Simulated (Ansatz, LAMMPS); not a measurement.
# Ga2O3 with crystalline order left by the classical run (80 atoms) under strain, part 3 of 3

Aim: relax Ga2O3 with crystalline order left by the classical run (80 atoms), then change its volume and shape to read moduli from the stress.

Ansatz 0.2.0; Kohn-Sham DFT, revPBE, PAW (set soft_1), plane waves.

The cell: 32 Ga and 48 O. The quench rate of 20 K/ps far exceeds what a furnace or splat quench reaches. The network of bonds at the start is that of the classical potential that made the cell. Sampling is at Γ alone.

So far. Step 9 (Volume -10 %): The relaxation converged after 5 steps, 1.50 eV below its start, with a largest force component of 0.047 eV/Å. Step 9 (Volume -10 %): Volume -10 %: the energy stands 4.27 eV above that of the reference, at a pressure of 17.3 GPa.

## (10) Stretched by 1 % along x

The relaxed cell is strained along x alone, which gives the stiffness along x and its coupling to y and z.

Contents of input.yaml:

```yaml
crystal:
  lattice:
    - [10.00702, 0.05476, -0.05823]
    - [0.05531, 9.72073, 0.10888]
    - [-0.05881, 0.10888, 9.1998]
  atoms:
    [... the 80 atom lines of step 4 ...]
kpoints:
  mp_grid: { grid: [1, 1, 1] }
hamiltonian:
  xc: revpbe
  pseudopotentials: { kind: paw, azcp: { folder: soft_1 } }
scf:
  occupations: { method: fixed }
output:
  forces: true
  eigenvalues: true
  stress: true
relax:
  f_tol: 0.05
  max_steps: 70
```

Run with:

```bash
> ansatz run input.yaml --threads 4 --pin off --max-ram 8192MiB --backend cpu --events-out ev --progress --plain --runs-dir out
```

Numbers of over 12 decimals in the logs are rounded to 6 here.

The log of the run:

```text
[...]
Crystal: 80 atoms, lattice volume = 894.735 Å³
Basis set: ecut = 420 eV, 17501 PW (Γ), exchange–correlation on 144×144×128 points (8 copies of the dense FFT grid, shifted against one another)
Bands: 432, of which v1, the nominal top of the filled ones, is band 352 counted from 1 (351 counted from 0)
Symmetry: 1 space group operations
[...]
k-points: 1
[...]
SCF iter   1: F=—  HF=-148520.100147 eV  |F-HF|=—  |Δ(HF+E_count)|=         —  Δρ=1.18e-1  dr2=5.86e1  ethr=3.10e-3  ⟨swp⟩=4.0  Hψ=1152  notcnv=0  defer=73
[...]
SCF iter   9: F=—  HF=-148501.481090 eV  |F-HF|=—  |Δ(HF+E_count)|=   1.96e-4  Δρ=6.44e-5  dr2=3.20e-5  ethr=8.88e-9  ⟨swp⟩=12.0  Hψ=2107  notcnv=0
SCF iter  10: F=-148501.481092 eV  HF=-148501.481093 eV  |F-HF|=5.70e-7  |Δ(HF+E_count)|=   2.56e-6  Δρ=3.64e-5  dr2=9.96e-6  ethr=4.54e-9  ⟨swp⟩=4.0  Hψ=1415  notcnv=0
SCF 1 converged in 10 iterations: F = -148501.481092 eV  dr2 = 9.96e-6
[...]
relax step   1: F+E_penalty+E_count = -148501.48109225 eV  Δ(F+E_penalty+E_count) = +0.000e0 eV  max|allowed force component| = 1.445e-1 eV/Å  Δτ_max = 0.0000 Å  (10 SCF iters, dr2 threshold 6.25e-5 eV, accepted)
[...]
relax step   2: F+E_penalty+E_count = -148501.49471036 eV  Δ(F+E_penalty+E_count) = -1.362e-2 eV  max|allowed force component| = 8.240e-2 eV/Å  Δτ_max = 0.0188 Å  (8 SCF iters, accepted)
[...]
relax step   3: F+E_penalty+E_count = -148501.50315809 eV  Δ(F+E_penalty+E_count) = -8.448e-3 eV  max|allowed force component| = 4.938e-2 eV/Å  Δτ_max = 0.0146 Å  (8 SCF iters, accepted)
SCF converged after 8 iterations
Free energy (F): -148501.503158 eV
[...]
Internal energy: -148501.503158 eV  (E = F + TS)
E sigma→0 (E₀):  -148501.503158 eV
Fermi energy:    7.471408 eV
[...]
Σ components = -148501.503158   (vs F -148501.503158, Δ=0.00e0)
--- Forces (eV/Å), atoms counted from 1 ---
  atom   1  Ga     0.00544851     0.00935401    -0.00243428
  atom   2  Ga     0.01824805    -0.00394394    -0.00228799
  atom   3  Ga    -0.01217442     0.02772840    -0.02347976
  atom   4  Ga     0.01665297    -0.00290814    -0.02412044
[...]
atom  80  O      0.00625535    -0.00826122     0.01405067
  max |Σ_I F_I| component: 4.28e-5 eV/Å
--- Stress (GPa, compression-positive) ---
       -2.337799       0.022734      -0.087258
        0.022734      -0.716209       0.041497
       -0.087258       0.041497      -0.991404
  P = ⅓ Tr σ = -1.3485 GPa (-13.485 kbar)
--- Band table (eV) ---
[...]
--- Relaxed structure (3 steps of the walk, 3 accepted, 0 SCFs on fresh bases) ---
  F+E_penalty+E_count = -148501.50315809 eV   max|allowed force component| = 4.938e-2 eV/Å
  atoms:
    - { symbol: Ga, position: [0.132875, 0.875254, 0.418448] }
    - { symbol: Ga, position: [0.063690, 0.570541, 0.943722] }
    - { symbol: Ga, position: [0.855096, 0.341851, 0.434883] }
    - { symbol: Ga, position: [0.859208, 0.055750, 0.273126] }
[...]
- { symbol: O, position: [0.010125, 0.454154, 0.438175] }
```

Wall time 30 s (4 threads of Intel Xeon Platinum 8488C (Sapphire Rapids), shared host); peak memory 1.4 GiB.

The relaxation converged after 3 steps, 0.0221 eV below its start, with a largest force component of 0.049 eV/Å.

Stretched by 1 % along x: the energy stands 0.0617 eV above that of the reference, at a pressure of -1.35 GPa.

## (11) Compressed by 1 % along x

The relaxed cell is strained along x alone, which gives the stiffness along x and its coupling to y and z.

input.yaml, the sections that differ from step 10:

```yaml
crystal:
  lattice:
    - [9.80886, 0.05476, -0.05823]
    - [0.05421, 9.72073, 0.10888]
    - [-0.05765, 0.10888, 9.1998]
  atoms:
    [... the 80 atom lines of step 4 ...]
# kpoints, hamiltonian, scf, output, relax: as in step 10
```

The log of the run:

```text
[...]
Crystal: 80 atoms, lattice volume = 877.017 Å³
Basis set: ecut = 420 eV, 17139 PW (Γ), exchange–correlation on 144×144×128 points (8 copies of the dense FFT grid, shifted against one another)
Bands: 432, of which v1, the nominal top of the filled ones, is band 352 counted from 1 (351 counted from 0)
Symmetry: 1 space group operations
[...]
k-points: 1
[...]
SCF iter   1: F=—  HF=-148520.411051 eV  |F-HF|=—  |Δ(HF+E_count)|=         —  Δρ=1.20e-1  dr2=6.00e1  ethr=3.10e-3  ⟨swp⟩=4.0  Hψ=1154  notcnv=0  defer=73
[...]
SCF iter   9: F=—  HF=-148501.476080 eV  |F-HF|=—  |Δ(HF+E_count)|=   1.77e-4  Δρ=4.95e-5  dr2=1.88e-5  ethr=8.88e-9  ⟨swp⟩=12.0  Hψ=2169  notcnv=0
SCF iter  10: F=-148501.476084 eV  HF=-148501.476088 eV  |F-HF|=3.71e-6  |Δ(HF+E_count)|=   8.11e-6  Δρ=3.48e-5  dr2=8.55e-6  ethr=2.67e-9  ⟨swp⟩=4.0  Hψ=1403  notcnv=0
SCF 1 converged in 10 iterations: F = -148501.476084 eV  dr2 = 8.55e-6
[...]
relax step   1: F+E_penalty+E_count = -148501.47608399 eV  Δ(F+E_penalty+E_count) = +0.000e0 eV  max|allowed force component| = 1.658e-1 eV/Å  Δτ_max = 0.0000 Å  (10 SCF iters, dr2 threshold 6.25e-5 eV, accepted)
[...]
relax step   2: F+E_penalty+E_count = -148501.49053938 eV  Δ(F+E_penalty+E_count) = -1.446e-2 eV  max|allowed force component| = 8.811e-2 eV/Å  Δτ_max = 0.0183 Å  (8 SCF iters, accepted)
[...]
relax step   3: F+E_penalty+E_count = -148501.49962923 eV  Δ(F+E_penalty+E_count) = -9.090e-3 eV  max|allowed force component| = 5.068e-2 eV/Å  Δτ_max = 0.0143 Å  (8 SCF iters, accepted)
[...]
relax step   4: F+E_penalty+E_count = -148501.50290246 eV  Δ(F+E_penalty+E_count) = -3.273e-3 eV  max|allowed force component| = 3.125e-2 eV/Å  Δτ_max = 0.0381 Å  (9 SCF iters, accepted)
SCF converged after 9 iterations
Free energy (F): -148501.502902 eV
[...]
Internal energy: -148501.502902 eV  (E = F + TS)
E sigma→0 (E₀):  -148501.502902 eV
Fermi energy:    7.756066 eV
[...]
Σ components = -148501.502902   (vs F -148501.502902, Δ=0.00e0)
--- Forces (eV/Å), atoms counted from 1 ---
  atom   1  Ga    -0.00376937     0.00649776     0.00231529
  atom   2  Ga     0.01054032     0.00773738    -0.00258560
  atom   3  Ga    -0.00269953     0.00404996     0.00068655
  atom   4  Ga     0.00843488    -0.00596724     0.00149777
[...]
atom  80  O     -0.00491881    -0.00419858    -0.00660015
  max |Σ_I F_I| component: 1.66e-5 eV/Å
--- Stress (GPa, compression-positive) ---
        2.208294      -0.106379       0.155101
       -0.106379       0.759209      -0.051225
        0.155101      -0.051225       0.896214
  P = ⅓ Tr σ = 1.2879 GPa (12.879 kbar)
--- Band table (eV) ---
[...]
--- Relaxed structure (4 steps of the walk, 4 accepted, 0 SCFs on fresh bases) ---
  F+E_penalty+E_count = -148501.50290246 eV   max|allowed force component| = 3.125e-2 eV/Å
  atoms:
    - { symbol: Ga, position: [0.134756, 0.872832, 0.417260] }
    - { symbol: Ga, position: [0.064588, 0.569675, 0.943172] }
    - { symbol: Ga, position: [0.855309, 0.338461, 0.435793] }
    - { symbol: Ga, position: [0.858277, 0.054698, 0.273427] }
[...]
- { symbol: O, position: [0.00879444, 0.454589, 0.437493] }
```

Elapsed: 36 s, on 4 threads; peak memory 1.4 GiB.

The relaxation converged after 4 steps, 0.0268 eV below its start, with a largest force component of 0.031 eV/Å.

Compressed by 1 % along x: the energy stands 0.0620 eV above that of the reference, at a pressure of 1.29 GPa.

## (12) Sheared by 2 % in xy

A shear of the relaxed cell gives the modulus that volume changes can't reach.

input.yaml, the sections that differ from step 11:

```yaml
crystal:
  lattice:
    - [9.90849, 0.15384, -0.05823]
    - [0.15197, 9.72128, 0.10888]
    - [-0.05714, 0.1083, 9.1998]
  atoms:
    [... the 80 atom lines of step 4 ...]
# kpoints, hamiltonian, scf, output, relax: as in step 11
```

The log of the run:

```text
[...]
Crystal: 80 atoms, lattice volume = 885.788 Å³
Basis set: ecut = 420 eV, 17321 PW (Γ), exchange–correlation on 144×144×128 points (8 copies of the dense FFT grid, shifted against one another)
Bands: 432, of which v1, the nominal top of the filled ones, is band 352 counted from 1 (351 counted from 0)
Symmetry: 1 space group operations
[...]
k-points: 1
[...]
SCF iter   1: F=—  HF=-148520.252095 eV  |F-HF|=—  |Δ(HF+E_count)|=         —  Δρ=1.19e-1  dr2=5.93e1  ethr=3.10e-3  ⟨swp⟩=4.0  Hψ=1152  notcnv=0  defer=73
[...]
SCF iter   9: F=—  HF=-148501.472164 eV  |F-HF|=—  |Δ(HF+E_count)|=   1.86e-4  Δρ=5.50e-5  dr2=2.34e-5  ethr=8.88e-9  ⟨swp⟩=12.0  Hψ=2199  notcnv=0
SCF iter  10: F=-148501.472168 eV  HF=-148501.472171 eV  |F-HF|=2.96e-6  |Δ(HF+E_count)|=   6.43e-6  Δρ=3.63e-5  dr2=9.61e-6  ethr=3.32e-9  ⟨swp⟩=4.0  Hψ=1401  notcnv=0
SCF 1 converged in 10 iterations: F = -148501.472168 eV  dr2 = 9.61e-6
[...]
relax step   1: F+E_penalty+E_count = -148501.47216757 eV  Δ(F+E_penalty+E_count) = +0.000e0 eV  max|allowed force component| = 2.766e-1 eV/Å  Δτ_max = 0.0000 Å  (10 SCF iters, dr2 threshold 6.25e-5 eV, accepted)
[...]
relax step   2: F+E_penalty+E_count = -148501.50338609 eV  Δ(F+E_penalty+E_count) = -3.122e-2 eV  max|allowed force component| = 1.211e-1 eV/Å  Δτ_max = 0.0117 Å  (6 SCF iters, dr2 threshold 4.78e-6 eV, accepted)
[...]
relax step   3: F+E_penalty+E_count = -148501.52527212 eV  Δ(F+E_penalty+E_count) = -2.189e-2 eV  max|allowed force component| = 5.226e-2 eV/Å  Δτ_max = 0.0730 Å  (9 SCF iters, accepted)
[...]
relax step   4: F+E_penalty+E_count = -148501.52783103 eV  Δ(F+E_penalty+E_count) = -2.559e-3 eV  max|allowed force component| = 1.245e-2 eV/Å  Δτ_max = 0.0220 Å  (8 SCF iters, accepted)
SCF converged after 8 iterations
Free energy (F): -148501.527831 eV
[...]
Internal energy: -148501.527831 eV  (E = F + TS)
E sigma→0 (E₀):  -148501.527831 eV
Fermi energy:    7.619477 eV
[...]
Σ components = -148501.527831   (vs F -148501.527831, Δ=0.00e0)
--- Forces (eV/Å), atoms counted from 1 ---
  atom   1  Ga    -0.00184135     0.00212612     0.00041700
  atom   2  Ga     0.00014082     0.00102173     0.00061187
  atom   3  Ga    -0.01245205    -0.00205812    -0.00651630
  atom   4  Ga     0.00122696     0.00053305     0.00921954
[...]
atom  80  O     -0.00074681    -0.00144113    -0.00153156
  max |Σ_I F_I| component: 6.90e-5 eV/Å
--- Stress (GPa, compression-positive) ---
        0.172668      -0.725911      -0.155304
       -0.725911      -0.117621       0.023999
       -0.155303       0.023999      -0.105685
  P = ⅓ Tr σ = -0.0169 GPa (-0.169 kbar)
--- Band table (eV) ---
[...]
--- Relaxed structure (4 steps of the walk, 4 accepted, 0 SCFs on fresh bases) ---
  F+E_penalty+E_count = -148501.52783103 eV   max|allowed force component| = 1.245e-2 eV/Å
  atoms:
    - { symbol: Ga, position: [0.135119, 0.874508, 0.419206] }
    - { symbol: Ga, position: [0.065055, 0.569923, 0.944032] }
    - { symbol: Ga, position: [0.855290, 0.342229, 0.433422] }
    - { symbol: Ga, position: [0.859837, 0.056087, 0.272553] }
[...]
- { symbol: O, position: [0.010594, 0.453407, 0.438009] }
```

Wall time 34 s (4 threads); peak memory 1.4 GiB; 2.1 min of CPU time.

The relaxation converged after 4 steps, 0.0557 eV below its start, with a largest force component of 0.012 eV/Å.

Sheared by 2 % in xy: the energy stands 0.0371 eV above that of the reference, at a pressure of -0.0169 GPa.

## (13) Pressure against volume

Atoms are relaxed at each volume, in the scaled cell.

| volume change (%) | volume (Å³/atom) | energy change (meV/atom) | pressure (GPa) | largest move on relaxing (Å) | bonds | gap (eV) |
| --- | --- | --- | --- | --- | --- | --- |
| -10 | 9.966 | 53.35 | 17.31 | 0.30 | 174 | 2.48 |
| -6 | 10.409 | 17.56 | 9.05 | 0.22 | 171 | 2.21 |
| -3 | 10.741 | 4.08 | 4.07 | 0.11 | 167 | 1.98 |
| +0 | 11.073 | 0.00 | 0.00 | - | 165 | 1.78 |
| +3 | 11.406 | 3.52 | -3.35 | 0.10 | 163 | 1.59 |
| +6 | 11.738 | 13.13 | -5.59 | 0.25 | 159 | 1.42 |

## (14) Uniaxial strain and shear

Stress (GPa, compression positive) less that of the relaxed cell, atoms relaxed:

| strain | xx | yy | zz | xy | energy change (meV/atom) |
| --- | --- | --- | --- | --- | --- |
| stretched by 1 % along x | -2.331 | -0.713 | -1.008 | 0.024 | 0.77 |
| compressed by 1 % along x | 2.215 | 0.762 | 0.880 | -0.105 | 0.77 |
| sheared by 2 % in xy | 0.179 | -0.115 | -0.122 | -0.724 | 0.46 |

## (15) What came out

The bulk modulus, from the slope of pressure against ln V over the three points nearest the relaxed volume, is 124 GPa; a quadratic over all points gives a pressure derivative of about 6.9. The count of bonds runs from 159 to 174 over the series, so at some points contacts cross the cutoffs. The gap goes from 2.48 eV at the smallest volume to 1.42 eV at the largest, -6.5 eV per unit of ln V by a straight line, on the run's k-points. In the Cartesian axes of the cell, finite differences give C11 = 227, C12 = 73.8, C13 = 94.4 and C66 = 36.2 GPa (the shear of 2 % is the engineering strain, εxy = 0.01). The mean of C11, C12 and C13, which equals the bulk modulus in a cubic or isotropic solid, is 132 GPa: it agrees with the bulk modulus within 10 %. For an isotropic solid C66 would equal (C11 − C12)/2 = 76.8 GPa; so small a sample needn't be isotropic, and C66 rests on one shear. The two differ too much for isotropic moduli to be formed.

**Limits.** Strains are finite and relaxations stop at the force tolerance of the input, which can leave moduli too stiff; they are those of a static cell at zero temperature. Volumes are changed with the cell's shape held, so in an anisotropic solid the modulus lies over the one under free hydrostatic load. The program notes that the SCF threshold of the relaxations is loose for the stress.

The DFT runs together took 8.8 min of wall time.

[Logs are printed without paths, hosts, clocks, repeated set-up lines and the standing remarks that a program may print on its own settings, such as how far it seeks lower states.]

[Hosts, paths, dates, database ids (printed as entryN), source tags and the programs' standing remarks are cut or masked in the printed files.]
